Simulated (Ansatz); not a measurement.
ZnCu (Pm-3m): Drude plasma energy against volume

The cell of ZnCu (Pm-3m) is scaled evenly and the response computed anew at each volume, on one mesh.

Cell: a, b, c = 2.945, 2.945, 2.945 Å (primitive vectors), 2 atoms.

Method: Ansatz 0.2.0, PBEsol, independent particles, k-mesh 14×14×14 with interpolation inside its cells, Gaussian parameter 0.1 eV.

Launch of the response step: `ansatz run input.yaml --threads 4 --pin off --max-ram 8192MiB --backend cpu --events-out ev --progress --plain --runs-dir out`. The series took 6.9 min in all, on 4 threads of AMD EPYC (Zen 3), on a shared host.

```
V/V₀  V (Å³, primitive cell)  Drude plasma energy (eV)
0.94                   24.01                         ?
0.96                   24.52                     9.750
0.98                   25.03                     9.684
1.00                   25.54                     9.621
1.02                   26.05                     9.562
1.04                   26.56                     9.504
1.06                   27.07                     9.448
```

For small changes the quantity should be close to linear in ln V.

Working, on the rows shown:

| x = ln(V/V₀) | y = Drude plasma energy |
| --- | --- |
| -0.040822 | 9.75 |
| -0.0202027 | 9.684 |
| 0 | 9.621 |
| 0.0198026 | 9.562 |
| 0.0392207 | 9.504 |
| 0.0582689 | 9.448 |

Means: x̄ = 0.0093779, ȳ = 9.5948. Σ(x − x̄)(y − ȳ) = -0.0209, Σ(x − x̄)² = 0.006873. Slope = -0.0209 / 0.006873 = -3.042; intercept = ȳ − slope · x̄ = 9.6234. The line misses the rows shown by at most 0.0025 eV.

Q: Fill in the last column of the withheld row.

A: At x = -0.061875 the line gives y = 9.8116 eV. The run gave 9.819 eV, so the extrapolation is off by 0.0074 eV, 2 % of the range in the table.

Between the rows on either side of x = 0 the slope is (9.562 − 9.684) / (0.019803 − (-0.020203)) = -3.05. So d ln ωp/d ln V = -0.32; free electrons would give −0.50. The values come from a sum over the points of one k-mesh and carry its error, which is largest for Fermi-surface quantities.

[Logs are printed without paths, hosts, clocks, repeated set-up lines and the standing remarks that a program may print on its own settings, such as how far it seeks lower states.]
